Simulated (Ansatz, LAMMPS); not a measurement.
# Zn in place of Ga at several sites of Ga2O3 with crystalline order left by the classical run (95 atoms): runs compared

Aim: make Zn in place of Ga at several sites of Ga2O3 with crystalline order left by the classical run (95 atoms), relax each, and compare their energies.

Computed with Ansatz 0.2.0: Kohn-Sham DFT, revPBE, PAW (set soft_1), plane waves.

## (1) The cell as built

The cell holds 95 atoms: 38 Ga and 57 O. Cell: a = 10.264 Å, b = 10.264 Å, c = 10.264 Å, α = 90.0°, β = 90.0°, γ = 90.0°. 95 atoms (38 Fe, 57 O) placed at random at 4.7 g/cm³, melted at 5000 K for 10 ps at fixed volume with the Morse and Coulomb pair potential with partial charges (Pedone, Malavasi, Menziani, Cormack and Segre, J. Phys. Chem. B 110, 11780 (2006)). Quenched from 5000 K to 300 K at 50 K/ps and fixed volume, held 5 ps, then minimised at fixed cell. Then Fe was replaced by Ga and the cell scaled by 1.003 (the potential has no terms for the new elements, so the cell is a start for a DFT relaxation).

What the set-up can't give: The quench rate of 50 K/ps is orders of magnitude faster than experiment, which tends to freeze in extra defects. The starting topology of bonds comes from the classical model, and needn't be the one that DFT or experiment would give. Only the Γ point is sampled, in a cell whose shortest periodic width is 10 Å.

## (2) The reference run

The reference is a single point at the end of the relaxation.

Every defect cell starts from the geometry of this run and is relaxed in the fixed cell.

Its input, with most atom lines left out:

```yaml
crystal:
  lattice:
    - [10.2635, 0.0, 0.0]
    - [0.0, 10.2635, 0.0]
    - [0.0, 0.0, 10.2635]
  atoms:
    - { symbol: Ga, position: [0.30261, 0.39319, 0.86778] }
    - { symbol: Ga, position: [0.53396, 0.78708, 0.13518] }
    - { symbol: Ga, position: [0.90894, 0.98652, 0.80808] }
    - { symbol: Ga, position: [0.96739, 0.25088, 0.7679] }
    - { symbol: Ga, position: [0.81188, 0.92088, 0.11561] }
    - { symbol: Ga, position: [0.07651, 0.48073, 0.03033] }
    - { symbol: Ga, position: [0.4497, 0.38077, 0.38311] }
    [... atom lines 8 to 95 left out ...]
kpoints:
  mp_grid: { grid: [1, 1, 1] }
hamiltonian:
  xc: revpbe
  pseudopotentials: { kind: paw, azcp: { folder: soft_1 } }
scf:
  occupations: { method: fixed }
output:
  forces: true
  stress: true
  populations: true
  dos:
    method: { smearing: { sigma: 0.1 } }
    de: 0.1
    projected: { site_lists: { Ga: [Ga], O: [O] } }
  eigenvalues: true
  write_density: true
  write_potential: true
  volumetric_format: npy
```

| Item | Value |
| --- | --- |
| free energy per atom | -1856.2260 eV/atom |
| r.m.s. force component | 0.00667 eV/Å |
| pressure | 0.4842 GPa |

Filled and empty levels are parted by 1.63 eV (at Γ alone); a semilocal functional tends to put such gaps too low. In a disordered cell it changes from sample to sample, and tail or defect levels can set it.

## (3) The runs

Each row is one run, on 4 threads of Arm Neoverse V1, shared host. The free energy is the program's total, comparable only between runs with the same functional, potentials and atoms.

| run | atoms | outcome | ionic steps, all passes | free energy (eV) | time | host memory (GiB) |
| --- | --- | --- | --- | --- | --- | --- |
| Single point at the start | 95 | converged | - | -176337.940 | 22 s | 1.7 |
| Relaxation | 95 | converged | 17 | -176341.466 | 5 min | 1.7 |
| Single point at the relaxed geometry | 95 | converged | - | -176341.466 | 34 s | 1.7 |
| Zn on a site of Ga, site Ga25 | 95 | converged | 9 | -175875.152 | 9.8 min | 3.0 |
| Zn on a site of Ga, site Ga16 | 95 | converged | 7 | -175875.091 | 8.3 min | 3.0 |
| Zn on a site of Ga, site Ga37 | 95 | converged | 8 | -175874.872 | 8.3 min | 3.0 |
| Zn on a site of Ga, site Ga33 | 95 | converged | 9 | -175875.148 | 12 min | 3.0 |
| Zn on a site of Ga, site Ga11 | 95 | converged | 10 | -175874.595 | 11 min | 3.0 |

A closer look about site Ga25, the cheapest one, after relaxation: 10 atoms, nearest first, numbered in the order of the input, with positions taken from that point.

```
atom      x      y      z  distance (Å)  bonds  moment (μB)
Zn25  -0.02  -0.02   0.02          0.04      4         0.01
 O42  -0.60   0.60  -1.70          1.90      3         0.15
 O74   1.46   1.16   0.60          1.96      3         0.01
 O53   0.75  -1.69   0.71          1.99      4         0.01
 O55  -1.60   0.72   1.16          2.11      4         0.00
 O59  -1.31  -2.02  -1.37          2.77      3         0.24
 O71   1.42  -1.19  -2.24          2.90      4         0.00
 Ga8  -0.45   1.43   2.77          3.15      5         0.00
Ga19   2.25  -2.13  -0.61          3.16      6         0.00
 Ga5  -0.92  -3.00   0.34          3.16      5         0.00
```

The column of bonds counts only the pairs O-Ga within 2.43 Å, O-Zn within 2.48 Å; other neighbours, such as metal atoms beside each other in a compound, aren't counted, and periodic images can show an atom twice.

## (4) The sites compared

All these cells hold the same atoms, so their energies can be compared with no chemical potential.

```csv
site,neighbours,mean distance (Å),atoms within 6 Å,energy over the best site (eV),before relaxation (eV),gain on relaxing (eV),moment (μB)
Ga25,O4,1.90,75,0.00,0.00,0.46,1.0
Ga33,O4,1.92,77,0.00,0.01,0.48,1.0
Ga16,O6,2.10,73,0.06,0.03,0.44,0.9
Ga37,O5,2.00,78,0.28,0.08,0.26,1.0
Ga11,O6,2.03,75,0.56,0.32,0.23,1.0
```

Neighbours are those of the relaxed host within 2.50 Å (O-Ga); other pairs aren't counted.

## (5) Findings

The cheapest site is Ga25 (4 neighbours, O4); the dearest, Ga11 (6 neighbours, O6), costs 0.56 eV more. Ga33 lies within 0.02 eV of the cheapest, a tie at this tolerance. By coordination the energies over the best site are 0.00 eV with 4 neighbours, 0.28 eV with 5 neighbours and 0.06 to 0.56 eV with 6 neighbours. Relaxation gains 0.23 to 0.48 eV and leaves the best site the same.

Caveats: Defects are neutral and interact with their images. The reference ran with fixed occupations, but 5 of the 5 defect cells with fermi-dirac smearing of 0.025 eV, spin polarised. In a disordered cell the relaxation can also rearrange atoms far from the site. In the spin-polarised runs the search for a state of lower energy was switched off. Only 5 of the 38 Ga sites were tried; unless symmetry makes the others alike to these, a cheaper one may exist. A local or semilocal functional tends to spread out the unpaired spin of such defects. The stress is far from hydrostatic: its diagonal is 0.0, 2.5, -1.1 GPa, compression counted positive.

The DFT runs together took 55 min of wall time.

[Logs are printed without paths, hosts, clocks, repeated set-up lines and the standing remarks that a program may print on its own settings, such as how far it seeks lower states.]

[Hosts, paths, dates, database ids (printed as entryN), source tags and the programs' standing remarks are cut or masked in the printed files.]
